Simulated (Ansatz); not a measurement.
# 1T-TiTe2 monolayer in a perpendicular field, part 2 of 4

What dipole does a perpendicular field induce in the 1T-TiTe2 monolayer? A positive field points along +c.

Ansatz 0.2.0; plane-wave DFT, PBE-D3(BJ), Ansatz PAW (set soft_1); PAW set soft_1 (the session's first sound run).

So far. Step 2 (Relaxing the slab): The lattice constant a goes from 3.750 to 3.679 Å.

## 3. Single point, field 0

A sawtooth potential applies the field, turning back in the middle of the vacuum. With the dipole correction the typed value is the field outside the slab. The induced dipole is small, so the SCF threshold is tight.

The cell differs from the one that the last finished run ended in (c 38.376 → 21.524 Å).

Input file input.yaml:

```yaml
crystal:
  lattice:
    - [3.6789816525, 0.0, 0.0]
    - [-1.8394908262, 3.1860915711, 0.0]
    - [0.0, 0.0, 21.5237496024]
  atoms:
    - { symbol: Te, position: [0.6666666667, 0.3333333333, 0.418142757] }
    - { symbol: Ti, position: [0.0, 0.0, 0.5] }
    - { symbol: Te, position: [0.3333333333, 0.6666666667, 0.581857243] }
kpoints:
  mp_grid: { grid: [12, 12, 1] }
  band_path:
    path: [[0, 0, 0], [0.5, 0, 0], [0.33333333, 0.33333333, 0], [0, 0, 0]]
    npoints: 16
hamiltonian:
  xc: pbe
  dispersion: d3bj
  pseudopotentials: { kind: paw, azcp: { folder: soft_1 } }
scf:
  occupations: { method: fermi_dirac, width: 0.05 }
  convergence: { dr2_threshold: 1.0e-10 }
efield:
  axis: 3
  dipole_correction: true
  ramp_position: 0.97
  ramp_width: 0.06
  amplitude: 0
output:
  dos: { projected: true, e_range: [-6, 5] }
  bader: true
  write_potential: true
  write_density: true
  volumetric_format: npy
  elf: true
```

Command:

```bash
ansatz run input.yaml --threads 4 --pin off --max-ram 6144MiB --backend cpu --events-out ev --progress --plain --runs-dir out
```

Numbers of over 12 decimals in the logs are rounded to 6 here.

The log of the run:

```text
[...]
Crystal: 3 atoms, lattice volume = 252.292 Å³
Basis set: ecut = 420 eV, 4931 PW (Γ)
Bands: 27, of which v1, the nominal top of the filled ones, is band 22 counted from 1 (21 counted from 0)
Symmetry: 6 space group operations
k-points: 19 of 144 (time reversal used)
[...]
SCF iter   1: F=—  HF=-16463.278380 eV  |F-HF|=—  |Δ(HF+E_count)|=         —  Δρ=1.56e-2  dr2=1.91e0  ethr=3.10e-3  p=0.000 e·Å  D=6.26e-14 V/Å  ΔV_dip=-0.00 eV  dr2_dipole=3.30e-8  V_vac-E_F(+/−)=6.23/6.23 eV  ⟨swp⟩=10.4  Hψ=2814  notcnv=0
efield: sawtooth ramp at fractional position 0.9700 (set: `efield.ramp_position`, or a place that a band, a saddle search or an elastic batch's reference lends), width 0.0600; the density the first Hamiltonian is built on has a dipole p = 0.000 e·Å; the dipole correction subtracts the counter field D = 6.26e-14 V/Å, which shifts the + side's vacuum level by -0.00 eV against the − side's; the planar-averaged density in the ramp window peaks in size at 1.7e-6 e/Å³
[...]
SCF iter   2: F=—  HF=-16463.863780 eV  |F-HF|=—  |Δ(HF+E_count)|=   5.85e-1  Δρ=2.02e-2  dr2=6.88e0  ethr=3.10e-3  p=-0.000 e·Å  D=-1.43e-5 V/Å  ΔV_dip=0.00 eV  dr2_dipole=1.19e-8  V_vac-E_F(+/−)=2.95/2.95 eV  ⟨swp⟩=4.3  Hψ=1328  notcnv=0  recentre
[...]
SCF iter  11: F=-16462.917804 eV  HF=-16462.917804 eV  |F-HF|=2.18e-11  |Δ(HF+E_count)|=  9.17e-10  Δρ=6.94e-8  dr2=1.62e-11  ethr=1.00e-12  p=0.000 e·Å  D=8.53e-8 V/Å  ΔV_dip=-0.00 eV  dr2_dipole=3.29e-13  V_vac-E_F(+/−)=4.77/4.77 eV  ⟨swp⟩=4.0  Hψ=1470  notcnv=0
SCF 1 converged in 11 iterations: F = -16462.917804 eV  dr2 = 1.62e-11
[...]
NSCF: frozen V_eff on 49 k-points
efield: sawtooth ramp at fractional position 0.9700 (kept from the solve that this one continues, or follows in the run), width 0.0600; the density the first Hamiltonian is built on has a dipole p = 0.000 e·Å; the dipole correction subtracts the counter field D = 8.53e-8 V/Å, which shifts the + side's vacuum level by -0.00 eV against the − side's; the planar-averaged density in the ramp window peaks in size at 1.6e-6 e/Å³
[...]
SCF converged after 11 iterations
Free energy (F): -16462.917804 eV
[...]
Internal energy: -16462.907291 eV  (E = F + TS)
E sigma→0 (E₀):  -16462.912548 eV
Entropy (-TS):   -0.010514 eV (-3.505 meV/atom)
Fermi energy:    -0.004190 eV
Dipole field:    D = -0.000001 V/Å  (p = -0.000001 e·Å, saw-weighted, corrected)
Work function:   Φ+ = 4.7673 eV   Φ− = 4.7673 eV
Levels:          The Fermi level and band energies are counted from a zero that moves with the ramp; work functions are not
[...]
--- Band table (eV; the first three rows and the last of 19) ---
  k-point 0: bands = [... 18 lower, -1.3537, -1.3537, 0.4356, 0.4935, 0.4935, 1.3587, 1.3587, 3.5309, ... 1 higher]
  k-point 1: bands = [... 18 lower, -1.3434, -1.1552, 0.0274, 0.2805, 0.4357, 1.2804, 1.4879, 3.0454, ... 1 higher]
  k-point 2: bands = [... 18 lower, -1.3357, -1.2036, -0.9502, -0.0854, 0.3488, 1.2876, 1.6084, 2.4023, ... 1 higher]
  k-point 18: bands = [... 18 lower, -3.7555, -2.8622, -2.0077, -2.0077, 1.2234, 1.2642, 1.2642, 2.5306, ... 1 higher]
--- Bader charges: 3 sites ---
  site symbol  charge [e]  shift [e]
     0     Te     -0.6782     0.0011
     1     Ti      1.3564     0.0022
     2     Te     -0.6782     0.0011
  estimated error of the sums over rays = 5.7e-4 e
```

Wall time 10 s (4 threads of Arm Neoverse V2, shared host); peak memory 0.58 GiB; 40 s of CPU time.

Numbers from this step:

| Property | Result |
| --- | --- |
| energy at zero smearing | -16462.9125 eV |
| work function, upper face | 4.767 eV |
| dipole along the normal | -8.39e-7 e·Å |

Running mean over a fixed 2.5 Å (it still follows the layers) of the planar mean; the ramp of the sawtooth is left out. Table of electron's electrostatic potential energy less the Fermi level by z:

| z (Å) | electron's electrostatic potential energy less the Fermi level (eV) |
| --- | --- |
| 2.99 | 4.77 |
| 3.44 | 4.77 |
| 3.89 | 4.77 |
| 4.19 | 4.77 |
| 4.63 | 4.77 |
| 5.08 | 4.76 |
| 5.53 | 4.75 |
| 5.98 | 4.71 |
| 6.28 | 4.63 |
| 6.73 | 4.27 |
| 7.17 | 3.04 |
| 7.62 | 1.19 |
| 8.07 | -0.659 |
| 8.52 | -2.56 |
| 8.82 | -3.56 |
| 9.27 | -5.17 |
| 9.72 | -6.26 |
| 10.16 | -6.38 |
| 10.61 | -6.20 |
| 10.91 | -6.20 |
| 11.36 | -6.38 |
| 11.81 | -6.26 |
| 12.26 | -5.17 |
| 12.71 | -3.56 |
| 13.00 | -2.56 |
| 13.45 | -0.659 |
| 13.90 | 1.19 |
| 14.35 | 3.04 |
| 14.80 | 4.27 |
| 15.25 | 4.63 |
| 15.54 | 4.71 |
| 15.99 | 4.75 |
| 16.44 | 4.76 |
| 16.89 | 4.77 |
| 17.34 | 4.77 |
| 17.64 | 4.77 |
| 18.09 | 4.77 |
| 18.53 | 4.77 |

The density of states has structure finer than the step of the table below, so its rows give means over 0.2 eV, whole bins alone (the curve runs from -6 to 1.99 eV). Peaks (eV: height): -3.85: 5.17, -1.92: 6.40, -1.34: 12.7, 0.45: 8.56, 0.97: 4.85, 1.31: 17.7, 1.58: 14.8.

Table of density of states by energy, zero at the Fermi level; means over each step:

| energy (eV) | density of states (states/eV a cell) |
| --- | --- |
| -5.2 | 0 |
| -5.0 | 0.129 |
| -4.8 | 0.927 |
| -4.6 | 0.913 |
| -4.4 | 1.42 |
| -4.2 | 2.32 |
| -4.0 | 3.17 |
| -3.8 | 3.92 |
| -3.6 | 2.80 |
| -3.4 | 1.30 |
| -3.2 | 0.918 |
| -3.0 | 1.21 |
| -2.8 | 3.64 |
| -2.6 | 3.08 |
| -2.4 | 2.66 |
| -2.2 | 2.46 |
| -2.0 | 4.52 |
| -1.8 | 5.11 |
| -1.6 | 4.18 |
| -1.4 | 4.87 |
| -1.2 | 3.47 |
| -1.0 | 1.91 |
| -0.8 | 1.51 |
| -0.6 | 1.41 |
| -0.4 | 0.884 |
| -0.2 | 0.800 |
| 0.0 | 1.43 |
| 0.2 | 1.95 |
| 0.4 | 3.92 |
| 0.6 | 1.64 |
| 0.8 | 1.17 |
| 1.0 | 1.14 |
| 1.2 | 4.31 |
| 1.4 | 6.70 |
| 1.6 | 8.42 |
| 1.8 | 0 |

Projected DOS per atom over height of the atomic layer and energy from the Fermi level. Layers: Te Ti Te from below.

Values in states/eV, 22 rows by 3 columns, each cell a mean:
```
0.0 0.4 0.0
1.0 6.9 1.0
0.2 1.6 0.2
0.1 1.1 0.1
0.2 2.4 0.2
0.2 1.0 0.2
0.2 0.4 0.2
0.5 0.4 0.5
1.0 0.5 1.0
1.3 1.4 1.3
1.7 1.3 1.7
1.0 0.8 1.0
1.1 0.8 1.1
0.9 0.6 0.9
0.4 0.2 0.4
1.2 0.6 1.2
1.4 0.5 1.4
0.6 0.4 0.6
0.3 0.2 0.3
0.0 0.0 0.0
0.0 0.0 0.0
0.0 0.0 0.0
```
Columns: height of the atomic layer (Å) from 9 to 12.5; rows upwards: energy from the Fermi level (eV) from -5.96 to 1.96.

The electronic bands at the labelled points (eV, zero at the Fermi level):

| point | band 19 | band 20 | band 21 | band 22 | band 23 | band 24 | band 25 | band 26 |
| --- | --- | --- | --- | --- | --- | --- | --- | --- |
| Γ | -1.35 | -1.35 | 0.44 | 0.50 | 0.50 | 1.36 | 1.36 | 3.54 |
| halfway | -2.40 | -1.39 | -1.16 | -0.36 | 0.15 | 1.36 | 1.56 | 2.31 |
| M | -2.39 | -1.85 | -1.71 | -0.53 | -0.19 | 1.34 | 1.68 | 3.06 |
| halfway | -2.49 | -2.24 | -1.95 | -1.89 | 0.63 | 1.40 | 1.55 | 2.34 |
| K | -3.75 | -2.86 | -2.00 | -2.00 | 1.23 | 1.27 | 1.27 | 2.53 |
| halfway | -2.69 | -1.58 | -1.55 | -0.96 | 0.59 | 1.16 | 1.57 | 2.22 |
| Γ | -1.35 | -1.35 | 0.44 | 0.50 | 0.50 | 1.36 | 1.36 | 3.54 |

Electrostatic potential energy in the ca plane at fractional y = 0.000, with atoms of Ti within 0.2 Å of it. With pseudopotentials it is smooth inside the atoms' cores, unlike the true potential.

Ten even steps from '0' (-29 eV) to '9' (5 eV), each cell a mean:
```
99999999999999999999984000038999999999999999
99999999999999999999886200268899999999999999
99999999999999999988888655688888999999999999
99999999999999999987678888887677899999999999
99999999999999999875568899887557899999999999
99999999999999999876678888887667899999999999
99999999999999999987788777788778999999999999
99999999999999999998887422478889999999999999
99999999999999999999985000058999999999999999
99999999999999999999983000037999999999999999
```
Columns run along c (16.0 Å, from fractional 0.09 to 0.83 of the cell; values clipped at the 3rd and 97th percentile), rows up along a (3.7 Å). Atoms in or near the plane, at fractional coordinates: Ti at (0.50, 0.00).

Valence density in the ca plane at fractional y = 0.000, with atoms of Ti within 0.2 Å of it. It is the smooth field of the valence electrons, not physical close to the nuclei.

Ten steps, logarithmic in the rise over the least value, from '0' (0 e/Å³) to '9' (10 e/Å³), each cell a mean:
```
00000000000000000001113799732110000000000000
00000000000000000011222566522211000000000000
00000000000000000112222233222222100000000000
00000000000000000123332211223332100000000000
00000000000000001223332211223332210000000000
00000000000000001123332211223332110000000000
00000000000000000122322222222322100000000000
00000000000000000112222355322221100000000000
00000000000000000011123688632111000000000000
00000000000000000001114899841110000000000000
```
Columns run along c (16.0 Å, from fractional 0.09 to 0.83 of the cell), rows up along a (3.7 Å). Atoms in or near the plane, at fractional coordinates: Ti at (0.50, 0.00).

ELF in the ca plane at fractional y = 0.000, with atoms of Ti within 0.2 Å of it. It is the smooth field of the valence electrons, not physical close to the nuclei.

Values, 6 rows by 16 columns, each cell a mean:
```
0.00 0.00 0.00 0.00 0.00 0.02 0.12 0.24 0.45 0.56 0.21 0.16 0.03 0.00 0.00 0.00
0.00 0.00 0.00 0.00 0.01 0.14 0.46 0.57 0.27 0.22 0.55 0.50 0.20 0.02 0.00 0.00
0.00 0.00 0.00 0.00 0.03 0.35 0.66 0.57 0.48 0.40 0.58 0.65 0.45 0.06 0.00 0.00
0.00 0.00 0.00 0.00 0.03 0.30 0.64 0.59 0.42 0.33 0.60 0.63 0.39 0.05 0.00 0.00
0.00 0.00 0.00 0.00 0.01 0.08 0.33 0.49 0.29 0.30 0.46 0.39 0.12 0.01 0.00 0.00
0.00 0.00 0.00 0.00 0.00 0.01 0.08 0.16 0.47 0.59 0.14 0.11 0.02 0.00 0.00 0.00
```
Columns run along c (16.0 Å, from fractional 0.09 to 0.83 of the cell), rows up along a (3.7 Å). Atoms in or near the plane, at fractional coordinates: Ti at (0.50, 0.00).

The work function of the upper face is 4.77 eV.

## 4. Single point, field 0.1 V/Å

input.yaml: that of step 3 with these lines changed.

```diff
@@ -24,8 +24,6 @@
   dipole_correction: true
-  ramp_position: 0.97
-  ramp_width: 0.06
-  amplitude: 0
+  ramp_position: 0.9573
+  ramp_width: 0.0855
+  amplitude: 0.1
 output:
-  dos: { projected: true, e_range: [-6, 5] }
-  bader: true
   write_potential: true
@@ -33,2 +31 @@
   volumetric_format: npy
-  elf: true
```

The log of the run:

```text
[...]
Crystal: 3 atoms, lattice volume = 252.292 Å³
Basis set: ecut = 420 eV, 4931 PW (Γ)
Bands: 27, of which v1, the nominal top of the filled ones, is band 22 counted from 1 (21 counted from 0)
Symmetry: 6 space group operations
k-points: 19 of 144 (time reversal used)
[...]
k-point 0: bands = [... 18 lower, -1.3544, -1.3544, 0.4349, 0.4929, 0.4929, 1.3581, 1.3581, 3.5303, ... 1 higher]
  k-point 1: bands = [... 18 lower, -1.3440, -1.1559, 0.0268, 0.2799, 0.4351, 1.2797, 1.4873, 3.0445, ... 1 higher]
  k-point 2: bands = [... 18 lower, -1.3363, -1.2043, -0.9508, -0.0860, 0.3482, 1.2868, 1.6078, 2.4014, ... 1 higher]
  k-point 18: bands = [... 18 lower, -3.7511, -2.8628, -2.0182, -1.9984, 1.2228, 1.2627, 1.2645, 2.5288, ... 1 higher]
[key lines of the parts left out:]
SCF converged after 11 iterations
Free energy (F): -16462.919811 eV
Fermi energy:    -0.004786 eV
Dipole field:    D = 0.028783 V/Å  (p = 0.040131 e·Å, saw-weighted, corrected)
```

The job ended after 5.8 s (4 threads; peak memory 0.53 GiB; 22 s of CPU time).

The dipole is 0.0401 e·Å.

## 5. Single point, field -0.1 V/Å

input.yaml: that of step 4 with these lines changed.

```diff
@@ -26,3 +26,3 @@
   ramp_width: 0.0855
-  amplitude: 0.1
+  amplitude: -0.1
 output:
```

The log of the run:

```text
[...]
Crystal: 3 atoms, lattice volume = 252.292 Å³
Basis set: ecut = 420 eV, 4931 PW (Γ)
Bands: 27, of which v1, the nominal top of the filled ones, is band 22 counted from 1 (21 counted from 0)
Symmetry: 6 space group operations
k-points: 19 of 144 (time reversal used)
[...]
k-point 0: bands = [... 18 lower, -1.3542, -1.3542, 0.4351, 0.4930, 0.4930, 1.3582, 1.3582, 3.5305, ... 1 higher]
  k-point 1: bands = [... 18 lower, -1.3438, -1.1557, 0.0270, 0.2800, 0.4352, 1.2798, 1.4874, 3.0447, ... 1 higher]
  k-point 2: bands = [... 18 lower, -1.3362, -1.2042, -0.9507, -0.0859, 0.3483, 1.2870, 1.6079, 2.4016, ... 1 higher]
  k-point 18: bands = [... 18 lower, -3.7510, -2.8626, -2.0181, -1.9983, 1.2230, 1.2629, 1.2647, 2.5289, ... 1 higher]
[key lines of the parts left out:]
SCF converged after 11 iterations
Free energy (F): -16462.919811 eV
Fermi energy:    -0.004632 eV
Dipole field:    D = -0.028783 V/Å  (p = -0.040130 e·Å, saw-weighted, corrected)
```

It took 5.8 s on 4 threads; peak memory 0.53 GiB; 22 s of CPU time.

The dipole is -0.0401 e·Å.

## 6. Atoms held, field 0.2 V/Å

input.yaml: that of step 5 with these lines changed.

```diff
@@ -26,3 +26,3 @@
   ramp_width: 0.0855
-  amplitude: -0.1
+  amplitude: 0.2
 output:
```

The log of the run:

```text
[...]
Crystal: 3 atoms, lattice volume = 252.292 Å³
Basis set: ecut = 420 eV, 4931 PW (Γ)
Bands: 27, of which v1, the nominal top of the filled ones, is band 22 counted from 1 (21 counted from 0)
Symmetry: 6 space group operations
k-points: 19 of 144 (time reversal used)
[...]
k-point 0: bands = [... 18 lower, -1.3561, -1.3561, 0.4332, 0.4912, 0.4912, 1.3563, 1.3563, 3.5287, ... 1 higher]
  k-point 1: bands = [... 18 lower, -1.3457, -1.1578, 0.0252, 0.2782, 0.4334, 1.2777, 1.4856, 3.0419, ... 1 higher]
  k-point 2: bands = [... 18 lower, -1.3380, -1.2061, -0.9526, -0.0877, 0.3466, 1.2848, 1.6061, 2.3991, ... 1 higher]
  k-point 18: bands = [... 18 lower, -3.7478, -2.8643, -2.0297, -1.9902, 1.2212, 1.2601, 1.2637, 2.5259, ... 1 higher]
[key lines of the parts left out:]
SCF converged after 11 iterations
Free energy (F): -16462.925831 eV
Fermi energy:    -0.006429 eV
Dipole field:    D = 0.057575 V/Å  (p = 0.080275 e·Å, saw-weighted, corrected)
```

It took 6 s on 4 threads; peak memory 0.53 GiB.

The dipole is 0.0803 e·Å.

## 7. Single point, field -0.2 V/Å

input.yaml: that of step 6 with these lines changed.

```diff
@@ -26,3 +26,3 @@
   ramp_width: 0.0855
-  amplitude: 0.2
+  amplitude: -0.2
 output:
```

The log of the run:

```text
[...]
Crystal: 3 atoms, lattice volume = 252.292 Å³
Basis set: ecut = 420 eV, 4931 PW (Γ)
Bands: 27, of which v1, the nominal top of the filled ones, is band 22 counted from 1 (21 counted from 0)
Symmetry: 6 space group operations
k-points: 19 of 144 (time reversal used)
[...]
k-point 0: bands = [... 18 lower, -1.3558, -1.3558, 0.4335, 0.4915, 0.4915, 1.3567, 1.3567, 3.5290, ... 1 higher]
  k-point 1: bands = [... 18 lower, -1.3454, -1.1574, 0.0255, 0.2785, 0.4337, 1.2780, 1.4859, 3.0422, ... 1 higher]
  k-point 2: bands = [... 18 lower, -1.3377, -1.2058, -0.9523, -0.0874, 0.3469, 1.2851, 1.6064, 2.3994, ... 1 higher]
  k-point 18: bands = [... 18 lower, -3.7475, -2.8640, -2.0294, -1.9899, 1.2215, 1.2604, 1.2640, 2.5262, ... 1 higher]
[key lines of the parts left out:]
SCF converged after 11 iterations
Free energy (F): -16462.925831 eV
Fermi energy:    -0.006123 eV
Dipole field:    D = -0.057576 V/Å  (p = -0.080275 e·Å, saw-weighted, corrected)
```

Wall time 5.8 s (4 threads); peak memory 0.53 GiB.

The dipole is -0.0803 e·Å.

## 8. Single point, field 0.35 V/Å

input.yaml: that of step 7 with these lines changed.

```diff
@@ -24,6 +24,8 @@
   dipole_correction: true
-  ramp_position: 0.9573
-  ramp_width: 0.0855
-  amplitude: -0.2
+  ramp_position: 0.93
+  ramp_width: 0.1399
+  amplitude: 0.35
 output:
+  dos: { projected: true, e_range: [-6, 5] }
+  bader: true
   write_potential: true
@@ -31 +33,2 @@
   volumetric_format: npy
+  elf: true
```

The log of the run:

```text
[...]
Crystal: 3 atoms, lattice volume = 252.292 Å³
Basis set: ecut = 420 eV, 4931 PW (Γ)
Bands: 27, of which v1, the nominal top of the filled ones, is band 22 counted from 1 (21 counted from 0)
Symmetry: 6 space group operations
k-points: 19 of 144 (time reversal used)
[...]
k-point 2: bands = [... 18 lower, -1.3421, -1.2106, -0.9568, -0.0917, 0.3427, 1.2796, 1.6020, 2.3928, ... 1 higher]
  k-point 18: bands = [... 18 lower, -3.7445, -2.8680, -2.0485, -1.9794, 1.2172, 1.2547, 1.2610, 2.5199, ... 1 higher]
--- Bader charges: 3 sites ---
  site symbol  charge [e]  shift [e]
     0     Te     -0.6976     0.0011
     1     Ti      1.3563     0.0022
     2     Te     -0.6587     0.0011
  estimated error of the sums over rays = 5.8e-4 e
[key lines of the parts left out:]
SCF converged after 11 iterations
Free energy (F): -16462.942392 eV
Fermi energy:    -0.010360 eV
Dipole field:    D = 0.100813 V/Å  (p = 0.140559 e·Å, saw-weighted, corrected)
```

Wall time 10 s (4 threads); peak memory 0.56 GiB.

The dipole is 0.141 e·Å.

## 9. Response, atoms held

This step: plane-wave DFT, PBE-D3(BJ), Ansatz PAW (set soft_1); response to a field along the normal, atoms held; PAW set soft_1 (Ansatz 0.2.0).

The dipoles give the slope, and the difference of two potentials shows where the field is screened.

Numbers from this step:

```
equivalent conductor thickness p/(ε₀AE) : 6.195 Å
distance between the outer atoms        : 3.524 Å
```

The dipole of the cell by applied field:

| applied field (V/Å) | dipole of the cell (e·Å) |
| --- | --- |
| -0.200 | -0.0803 |
| -0.100 | -0.0401 |
| 0.000 | -8.4e-7 |
| 0.100 | 0.0401 |
| 0.200 | 0.0803 |
| 0.350 | 0.141 |

Local field over the applied field, running mean. From the potentials at -0.1 and 0.1 V/Å; running mean over 2.5 Å. The local field over applied field by z:

| z (Å) | local field over applied field |
| --- | --- |
| 4.5 | 0.997 |
| 5.0 | 0.992 |
| 5.5 | 0.977 |
| 6.0 | 0.941 |
| 6.5 | 0.862 |
| 7.0 | 0.725 |
| 7.5 | 0.554 |
| 8.0 | 0.378 |
| 8.5 | 0.215 |
| 9.0 | 0.0935 |
| 9.5 | 0.0438 |
| 10.0 | 0.0316 |
| 10.5 | 0.0209 |
| 11.0 | 0.0205 |
| 11.5 | 0.0311 |
| 12.0 | 0.0428 |
| 12.5 | 0.0897 |
| 13.0 | 0.207 |
| 13.5 | 0.370 |
| 14.0 | 0.545 |
| 14.5 | 0.717 |
| 15.0 | 0.856 |
| 15.5 | 0.939 |
| 16.0 | 0.976 |
| 16.5 | 0.991 |
| 17.0 | 0.997 |

Electrons, planar mean, per unit field. Induced electron density against z:

z (Å), induced electron density (e/Å³ per V/Å) and a bar from the least value:
```
     4.04    0.00000 ###############
     4.33    0.00001 ###############
     4.78    0.00002 ###############
     5.08    0.00004 ###############
     5.53    0.00011 ###############
     5.83    0.00021 ################
     6.28    0.00049 #################
     6.58    0.00084 ###################
     6.88    0.00140 #####################
     7.32    0.00265 ###########################
     7.62    0.00342 ##############################
     8.07    0.00296 ############################
     8.37    0.00139 #####################
     8.82    0.00068 ##################
     9.12    0.00051 #################
     9.42    0.00047 #################
     9.87   -0.00001 ###############
    10.16   -0.00094 ###########
    10.61   -0.00035 #############
    10.91    0.00035 #################
    11.36    0.00094 ###################
    11.66    0.00001 ###############
    12.11   -0.00047 #############
    12.41   -0.00051 #############
    12.71   -0.00068 ############
    13.15   -0.00139 #########
    13.45   -0.00296 ##
    13.90   -0.00342 
    14.20   -0.00265 ###
    14.65   -0.00140 #########
    14.95   -0.00084 ###########
    15.25   -0.00049 #############
    15.69   -0.00021 ##############
    15.99   -0.00011 ###############
    16.44   -0.00004 ###############
    16.74   -0.00002 ###############
    17.19   -0.00001 ###############
    17.49    0.00000 ###############
```

By hand: between -0.1 and 0.1 V/Å the dipole changes by 0.08026 e·Å, a slope of 0.4013 e·Å²/V. A perfect conductor of thickness t has p = ε₀AEt, so t = 180.95 × 0.4013 / 11.722 = 6.20 Å (e/ε₀ = 180.95 V·Å, A in Å²).

The induced dipole is that of a conductor 6.20 Å thick.

[end of part 2 of 4]

[Logs are printed without paths, hosts, clocks, repeated set-up lines and the standing remarks that a program may print on its own settings, such as how far it seeks lower states.]

[Hosts, paths, dates, database ids (printed as entryN), source tags and the programs' standing remarks are cut or masked in the printed files.]

[Maps of the electrostatic potential energy from Ansatz leave out the sawtooth potential of an applied field or a dipole correction, so their vacuum need not be flat; planar profiles and work functions include it.]

[The density of states shown here was stored with 400 of the rows of the run's finer table, so its peaks can read low, often by over a quarter, or be missed, and its means over a window can be off by a tenth or more.]
